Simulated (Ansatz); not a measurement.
# YBPt2Rh, from a guessed structure to a relaxed one, part 2 of 2

This structure for YBPt2Rh is made up. Its elements were placed in a known structure type with a cell scaled to their sizes. What cell does the guess relax to, and how far off was it?

Ansatz 0.2.0; DFT, PBE, plane-wave PAW, files of the set soft_1, scalar-relativistic, no spin, cell and ions relaxed at zero pressure; PAW set soft_1 (the session's first sound run).

So far: The structure; Relaxation of the guess.

**2. Relaxation of the guess (continued)**

Relaxation path:

```tsv
step	energy less that of the first step (eV)	largest force component (eV/Å)	pressure (GPa)	volume (Å³)
1	0.0000	1.8183	17.44	72.82
2	-0.3393	0.8178	-6.62	81.92
3	-0.4711	0.6025	0.18	78.44
4	-0.4885	0.1672	0.39	78.25
5	-0.4933	0.0225	-0.06	78.38
6	-0.4935	0.0039	0.07	78.31
7	-0.4935	0.0004	0.02	78.33
8*	-0.4965	0.0013	0.02	78.33
```

Relaxation steps marked * repeat the geometry before them on a plane-wave basis chosen anew for their cell, so energy and pressure can jump there.

The run keeps the 8 symmetry operations that it works with, so distortions that break them were not tested.

```tsv
conventional cell, symmetrised	before	after	change
a (Å)	3.851	4.024	+4.5 %
b (Å)	3.851	4.024	+4.5 %
c (Å)	4.910	4.837	-1.5 %
volume (Å³/atom)	14.56	15.67	+7.6 %
```

The atoms that moved most (Å, as changes of fractional coordinates times the final cell):

```tsv
atom	dx	dy	dz	length
Rh3	0.000	0.000	-0.081	0.081
B5	0.000	0.000	0.043	0.043
Y4	0.000	0.000	0.029	0.029
```

The relaxed structure:

```cif
data_structure
_symmetry_space_group_name_H-M 'P 1'
_symmetry_Int_Tables_number 1
_cell_length_a 4.0242
_cell_length_b 4.0242
_cell_length_c 4.8371
_cell_angle_alpha 90.000
_cell_angle_beta 90.000
_cell_angle_gamma 90.000
_cell_volume 78.33
loop_
_atom_site_label
_atom_site_type_symbol
_atom_site_fract_x
_atom_site_fract_y
_atom_site_fract_z
_atom_site_occupancy
Pt1 Pt 0.50000 0.00000 0.50187 1
Pt2 Pt 0.00000 0.50000 0.50187 1
Rh3 Rh 0.50000 0.50000 0.09416 1
Y4 Y 0.00000 0.00000 0.00503 1
B5 B 0.50000 0.50000 0.67747 1
```

This step gave:

```yaml
free_energy: -35461.0106 eV
energy_at_zero_smearing: -35461.0005 eV
smearing_term_ts: 0.02007 eV
fermi_energy: 17.83 eV
electrons: 67
symmetry_operations: 8
pressure: 0.02386 GPa
```

The shortest distance of each pair, which need not be the same contact before and after:

```tsv
pair	guess (Å)	relaxed (Å)
B–Rh	2.172	2.016
B–Pt	2.094	2.184
Pt–Rh	2.716	2.817
Pt–Pt	2.723	2.846
Rh–Y	2.778	2.878
```

The relaxation ends with a largest force component of 0.0013 eV/Å and a pressure of 0.02 GPa.

**3. Electronic structure of the relaxed cell**

With the geometry fixed, one more self-consistent run, with a narrower smearing and the mesh shown in its input, gives the bands, and its pressure, and its forces where symmetry allows any, show how far the geometry depends on these settings.

This step: DFT, PBE, plane-wave PAW, files of the set soft_1, scalar-relativistic, no spin, bands and density of states at the relaxed cell; PAW set soft_1 (Ansatz 0.2.0).

Input file input.yaml:

```yaml
crystal:
  lattice:
    - [4.02415434, 0.0, 0.0]
    - [0.0, 4.02415434, 0.0]
    - [0.0, 0.0, 4.8370792661]
  atoms:
    - { symbol: Pt, position: [0.5, 0.0, 0.5018743773] }
    - { symbol: Pt, position: [0.0, 0.5, 0.5018743773] }
    - { symbol: Rh, position: [0.5, 0.5, 0.0941552951] }
    - { symbol: "Y", position: [0.0, 0.0, 1.0050289808] }
    - { symbol: B, position: [0.5, 0.5, 0.6774669695] }
kpoints:
  mp_grid: { grid: [8, 8, 6] }
  band_path:
    path:
      - [[0.0, 0.0, 0.0], [0.0, 0.5, 0.0], [0.5, 0.5, 0.0], [0.0, 0.0, 0.0], [0.0, 0.0, 0.5], [0.0, 0.5, 0.5], [0.5, 0.5, 0.5], [0.0, 0.0, 0.5]]
      - [[0.0, 0.5, 0.0], [0.0, 0.5, 0.5]]
      - [[0.5, 0.5, 0.0], [0.5, 0.5, 0.5]]
    npoints: 8
scf:
  occupations: { method: fermi_dirac, width: 0.03 }
  n_extra_bands: 9
hamiltonian:
  xc: pbe
  pseudopotentials: { kind: paw, azcp: { folder: soft_1 } }
output:
  forces: true
  stress: true
  write_bands: true
  dos: { projected: true }
  write_density: true
  write_potential: true
  elf: true
  volumetric_format: npy
```

Command:

```console
ansatz run input.yaml --threads 4 --pin off --max-ram 8192MiB --backend cpu --events-out ev --progress --plain --runs-dir out
```

Numbers of over 12 decimals in the logs are rounded to 6 here.

Output:

```text
[...]
Crystal: 5 atoms, lattice volume = 78.331 Å³
Basis set: ecut = 420 eV, 1545 PW (Γ), exchange–correlation on 54×54×72 points (8 copies of the dense FFT grid, shifted against one another)
Bands: 43, of which v1, the nominal top of the filled ones, is band 34 counted from 1 (33 counted from 0)
Symmetry: 8 space group operations
[...]
k-points: 60 of 384 (time reversal used)
[...]
SCF iter   1: F=—  HF=-35469.540537 eV  |F-HF|=—  |Δ(HF+E_count)|=         —  Δρ=1.93e-1  dr2=6.15e1  ethr=3.10e-3  ⟨swp⟩=5.5  Hψ=8327  notcnv=0
[...]
SCF iter  10: F=-35461.000570 eV  HF=-35461.000570 eV  |F-HF|=8.88e-9  |Δ(HF+E_count)|=   2.00e-8  Δρ=2.91e-6  dr2=1.21e-8  ethr=1.49e-10  ⟨swp⟩=13.5  Hψ=15429  notcnv=0
SCF 1 converged in 10 iterations: F = -35461.000570 eV  dr2 = 1.21e-8
[...]
NSCF: frozen V_eff on 75 k-points
SCF converged after 10 iterations
Free energy (F): -35461.000570 eV
[...]
Internal energy: -35460.994409 eV  (E = F + TS)
E sigma→0 (E₀):  -35460.997490 eV
Entropy (-TS):   -0.006162 eV (-1.232 meV/atom)
Fermi energy:    17.825909 eV
[...]
--- Forces (eV/Å), atoms counted from 1 ---
  atom   1  Pt    -0.00000000     0.00000000    -0.00904086
  atom   2  Pt     0.00000000     0.00000000    -0.00904086
  atom   3  Rh    -0.00000000     0.00000000    -0.01610468
  atom   4  Y      0.00000000     0.00000000     0.00720905
  atom   5  B     -0.00000000     0.00000000     0.02700868
  max |Σ_I F_I| component: 3.13e-5 eV/Å
--- Stress (GPa, compression-positive) ---
       -0.071162       0.000000      -0.000000
        0.000000      -0.071162       0.000000
       -0.000000       0.000000       0.074457
  P = ⅓ Tr σ = -0.0226 GPa (-0.226 kbar)
--- Band table (eV; the first three rows and the last of 60) ---
  k-point 0: bands = [... 30 lower, 17.1109, 17.3346, 17.6874, 18.2518, 18.2518, 18.6525, 20.9612, 22.3968, ... 5 higher]
  k-point 1: bands = [... 30 lower, 16.5993, 16.8436, 17.6875, 18.8548, 18.8548, 19.4105, 20.8935, 22.1192, ... 5 higher]
  k-point 2: bands = [... 30 lower, 15.9504, 16.3640, 17.6876, 19.4419, 19.4419, 19.7921, 20.7698, 21.9790, ... 5 higher]
  k-point 59: bands = [... 30 lower, 17.0678, 17.1653, 17.2782, 17.9171, 17.9171, 18.0018, 19.1077, 19.1077, ... 5 higher]
```

It took 7.3 s on 4 threads of Intel Xeon Platinum 8488C (Sapphire Rapids), shared host; peak memory 0.62 GiB; 28 s of CPU time.

Numbers from this step:

```yaml
free_energy: -35461.0006 eV
energy_at_zero_smearing: -35460.9975 eV
smearing_term_ts: 0.006162 eV
pressure: -0.02262 GPa
```

From bands.tsv, the bands that come nearest the Fermi level along the path, at its corners, in eV from the Fermi level:

```tsv
point	band 30	band 31	band 32	band 33	band 34	band 35	band 36	band 37
Γ	-1.17	-0.71	-0.49	-0.14	0.43	0.43	0.83	3.14
X	-2.09	-1.42	-1.28	-0.85	1.07	1.46	1.60	1.94
M	-2.25	-1.82	-1.15	-1.04	-1.00	0.90	0.90	1.75
Γ	-1.17	-0.71	-0.49	-0.14	0.43	0.43	0.83	3.14
Z	-2.35	-2.27	-1.54	-0.14	1.70	1.70	1.90	2.89
R	-1.87	-1.87	-1.42	-1.40	-0.10	0.14	2.61	2.92
A	-0.76	-0.76	-0.66	-0.55	0.09	0.09	0.18	1.28
Z	-2.35	-2.27	-1.54	-0.14	1.70	1.70	1.90	2.89
X	-2.09	-1.42	-1.28	-0.85	1.07	1.46	1.60	1.94
R	-1.87	-1.87	-1.42	-1.40	-0.10	0.14	2.61	2.92
M	-2.25	-1.82	-1.15	-1.04	-1.00	0.90	0.90	1.75
A	-0.76	-0.76	-0.66	-0.55	0.09	0.09	0.18	1.28
```

Counts of states for the cell as run, both spins, by energy window (eV from the Fermi level):

```csv
from,to,total
-8,-7,0.01
-7,-6,2.34
-6,-5,3.77
-5,-4,5.30
-4,-3,6.33
-3,-2,6.90
-2,-1,5.67
-1,0,2.60
0,1,1.73
1,2,3.08
2,3,2.75
3,4,1.68
4,5,3.72
5,6,2.14
```

A further 34.0 states lie below the table's range.

Valence density in the ac plane at fractional y = 0.500, with atoms of Pt and Rh and B within 0.2 Å of it. It is the smooth field of the valence electrons, not physical close to the nuclei.

Values in e/Å³, 16 rows by 14 columns, each cell a mean:
```
 0  0  0  0  1  1  3  3  2  1  0  0  0  0
 0  0  0  0  0  1  1  1  1  1  0  0  0  0
 0  0  0  0  0  0  1  1  1  0  0  0  0  0
 0  0  0  0  0  1  1  1  1  1  0  0  0  0
 1  1  1  0  0  1  1  0  1  1  0  0  1  1
 4  3  1  1  1  1  1  1  1  1  1  1  2  4
 9  7  3  1  1  1  1  1  1  1  1  1  5  8
11  9  4  1  1  0  0  0  0  0  1  2  6 10
10  8  4  1  0  0  0  0  0  0  1  2  6  9
 5  4  2  1  0  0  0  0  0  0  0  1  3  5
 2  1  1  0  0  0  0  0  0  0  0  0  1  2
 0  0  0  0  0  1  2  2  1  1  0  0  0  0
 0  0  0  0  1  3  6  7  5  2  1  0  0  0
 0  0  0  0  2  5 10 12  9  4  1  0  0  0
 0  0  0  0  2  6 11 13  9  5  1  0  0  0
 0  0  0  0  1  4  8  9  6  3  1  0  0  0
```
Columns run along a (4.0 Å), rows up along c (4.8 Å). Atoms in or near the plane, at fractional coordinates: Pt at (0.00, 0.50), Rh at (0.50, 0.09), B at (0.50, 0.68).

Electrostatic potential energy in the ac plane at fractional y = 0.500, with atoms of Pt and Rh and B within 0.2 Å of it. With pseudopotentials it is smooth inside the atoms' cores, unlike the true potential.

Ten even steps from '0' (-57 eV) to '9' (20 eV), each cell a mean:
```
99998744579999
99999887899999
99999987899999
99999754689999
78998644479987
34688644478853
01478865688621
00269988998510
00379999998620
23689999999842
66899998999976
99999765689999
99997421358999
99996200037999
99995200037999
99996310148999
```
Columns run along a (4.0 Å; values clipped at the 3rd and 97th percentile), rows up along c (4.8 Å). Atoms in or near the plane, at fractional coordinates: Pt at (0.00, 0.50), Rh at (0.50, 0.09), B at (0.50, 0.68).

ELF in the ac plane at fractional y = 0.500, with atoms of Pt and Rh and B within 0.2 Å of it. It is the smooth field of the valence electrons, not physical close to the nuclei.

Values, 16 rows by 14 columns, each cell a mean:
```
0.19 0.22 0.26 0.25 0.25 0.34 0.47 0.50 0.42 0.31 0.24 0.25 0.25 0.21
0.21 0.22 0.26 0.28 0.30 0.35 0.43 0.45 0.40 0.33 0.29 0.28 0.24 0.22
0.26 0.25 0.27 0.34 0.48 0.59 0.68 0.69 0.65 0.57 0.42 0.31 0.26 0.26
0.30 0.28 0.29 0.37 0.55 0.58 0.46 0.42 0.51 0.59 0.49 0.34 0.27 0.29
0.39 0.35 0.31 0.39 0.57 0.45 0.08 0.02 0.20 0.52 0.52 0.36 0.31 0.37
0.53 0.50 0.40 0.39 0.59 0.54 0.14 0.06 0.28 0.59 0.51 0.38 0.44 0.51
0.57 0.56 0.49 0.40 0.51 0.61 0.43 0.34 0.51 0.61 0.43 0.42 0.53 0.56
0.60 0.59 0.53 0.38 0.35 0.48 0.51 0.50 0.51 0.45 0.32 0.43 0.57 0.59
0.57 0.58 0.51 0.34 0.26 0.32 0.34 0.35 0.34 0.30 0.26 0.39 0.56 0.58
0.54 0.53 0.41 0.28 0.23 0.21 0.17 0.16 0.19 0.22 0.23 0.31 0.48 0.54
0.44 0.41 0.32 0.27 0.22 0.18 0.16 0.16 0.16 0.19 0.24 0.27 0.35 0.42
0.32 0.31 0.29 0.26 0.22 0.28 0.39 0.42 0.35 0.26 0.23 0.27 0.30 0.32
0.31 0.30 0.27 0.23 0.32 0.48 0.63 0.66 0.59 0.44 0.26 0.24 0.29 0.30
0.27 0.27 0.25 0.25 0.42 0.60 0.71 0.74 0.68 0.56 0.33 0.24 0.27 0.27
0.22 0.25 0.26 0.26 0.44 0.61 0.73 0.76 0.69 0.58 0.35 0.25 0.26 0.24
0.20 0.23 0.26 0.25 0.37 0.54 0.66 0.69 0.62 0.50 0.30 0.25 0.26 0.22
```
Columns run along a (4.0 Å), rows up along c (4.8 Å). Atoms in or near the plane, at fractional coordinates: Pt at (0.00, 0.50), Rh at (0.50, 0.09), B at (0.50, 0.68).

**4. What came out**

```json
{
 "space group, relaxed": "P4mm",
 "conventional cell": "a = 4.024, b = 4.024, c = 4.837 Å; α = 90.0°, β = 90.0°, γ = 90.0°",
 "volume per atom": "15.67 Å³ (guess 14.56)"
}
```

In words: YBPt2Rh relaxes to P4mm with a = 4.024, b = 4.024 and c = 4.837 Å. The guessed volume was 7 % too small. The space group P4mm was held in the relaxation, so the end point is a stationary structure within it and may be a saddle against distortions or other arrangements. Bands cross the Fermi level, so it is a metal or semimetal at this level. The electron count is odd, which forces that without spin polarisation or a larger cell. On the 8×8×6 mesh with the narrower smearing (relaxed on 7×7×6) the largest force component is 0.027 eV/Å and the largest stress component is 0.074 GPa, against the relaxation's thresholds of 0.015 eV/Å and 0.05 GPa. The cutoff wasn't tested. Spin-orbit coupling is left out, which can matter for elements this heavy. No dispersion term is used, so weakly bound directions may come out too long. The runs have no spin, and magnetism wasn't tested. Nothing here tests whether the compound is stable against decomposition.

[Logs are printed without paths, hosts, clocks, repeated set-up lines and the standing remarks that a program may print on its own settings, such as how far it seeks lower states.]

[Hosts, paths, dates, database ids (printed as entryN), source tags and the programs' standing remarks are cut or masked in the printed files.]
